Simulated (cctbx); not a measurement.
# What is wrong with this refinement?

Cell a = 8.7200 Å, b = 4.3590 Å, c = 11.8010 Å, α = 90.00°, β = 90.00°, γ = 90.00°; space group Pnma (no. 62).

The data are simulated with cctbx, not measured: Mo Kα, λ = 0.71073 Å, to d = 0.65 Å, 50 % of the full sphere, strongest reflection 5000 counts, noise from counting, a 1.5 % proportional error and a noise floor of 8 counts (s.d.); no absorption.

An isotropic refinement with weights 1/σ² prints:

```text
Rint 0.089, 929 unique reflections to 0.65 A
cycle     R1     wR2    GooF  max shift (A)
   1  0.2551  0.4970   6.809   0.09459
  12  0.0459  0.0941   1.290   0.32263
final R1 0.0462 wR2 0.0913 GooF 1.251  parameters 15  data/parameter 61.9
atom        x        y        z      Ueq    occ   su(xyz)  su(Uiso or U11)
Pb1    0.83604  0.75000  0.31374   0.0136  1.000  0.00013  0.0002
Pb2    0.77611  0.75000  0.93122   0.0095  1.000  0.00011  0.0002
Tl1    0.50512  0.75000  0.39300   0.0278  1.000  0.00018  0.0003
Ho1    0.85526  0.75000  0.63626   0.0138  1.000  0.00016  0.0003
Ho2    0.68355  0.75000  0.08296   1.0000  1.000  0.00690  0.0520
difference map: max 11.26 min -7.61 rms 1.91
Q1    0.1555  0.2500  0.7199    4   11.62  0.40 A from Pb1
Q2    0.1659  0.2500  0.6507    4   11.52  0.42 A from Pb1
Q3    0.0234  0.7500  0.1275    4   10.05  0.29 A from Tl1
Q4    0.2419  0.7500  0.5981    4    9.29  0.46 A from Pb2
Q5    0.1952  0.2500  0.0433    4    8.37  0.39 A from Pb2
Q6    0.0683  0.2500  0.6412    4    8.10  0.99 A from Pb1
```

Q: Accept it or mend it, and why?

Mend it. The fault: spurious atom: Ho2. Against the right model at the same level, R1 goes from 0.0433 to 0.0462 and GooF from 1.09 to 1.25 and Ho2 takes U = the program's ceiling. A site with no density behind it hides by a very large U or drifts. The fit had not settled when the cycles ran out.

The compound is HoTlPb2. The right model at the same level gives:

```text
Rint 0.089, 929 unique reflections to 0.65 A
cycle     R1     wR2    GooF  max shift (A)
   1  0.2192  0.3755   5.137   0.08268
   2  0.0433  0.0794   1.086   0.00001
final R1 0.0433 wR2 0.0794 GooF 1.086  parameters 12  data/parameter 77.4
atom        x        y        z      Ueq    occ   su(xyz)  su(Uiso or U11)
Pb1    0.83603  0.75000  0.31374   0.0136  1.000  0.00011  0.0002
Pb2    0.77610  0.75000  0.93123   0.0094  1.000  0.00010  0.0002
Tl1    0.50510  0.75000  0.39301   0.0278  1.000  0.00015  0.0003
Ho1    0.85520  0.75000  0.63624   0.0138  1.000  0.00014  0.0002
difference map: max 10.69 min -8.30 rms 1.79
Q1    0.1552  0.2500  0.7200    4   11.15  0.41 A from Pb1
Q2    0.1657  0.2500  0.6507    4   10.95  0.42 A from Pb1
Q3    0.2418  0.7500  0.5979    4    9.34  0.46 A from Pb2
Q4    0.0231  0.7500  0.1273    4    9.30  0.29 A from Tl1
Q5    0.1952  0.2500  0.0426    4    8.50  0.40 A from Pb2
Q6    0.0837  0.7500  0.8072    4    8.00  2.46 A from Ho1
```

Isotropic U is held between 0.0001 and 1 Å² by the program, and listed peak heights are interpolated, so they can pass the grid's maximum.

This is a model crystal, built by substitution and not relaxed, with assumed displacement parameters.

[Middle refinement cycles are left out of these outputs.]

[Logs are printed without paths, hosts, clocks, repeated set-up lines and the standing remarks that a program may print on its own settings, such as how far it seeks lower states.]
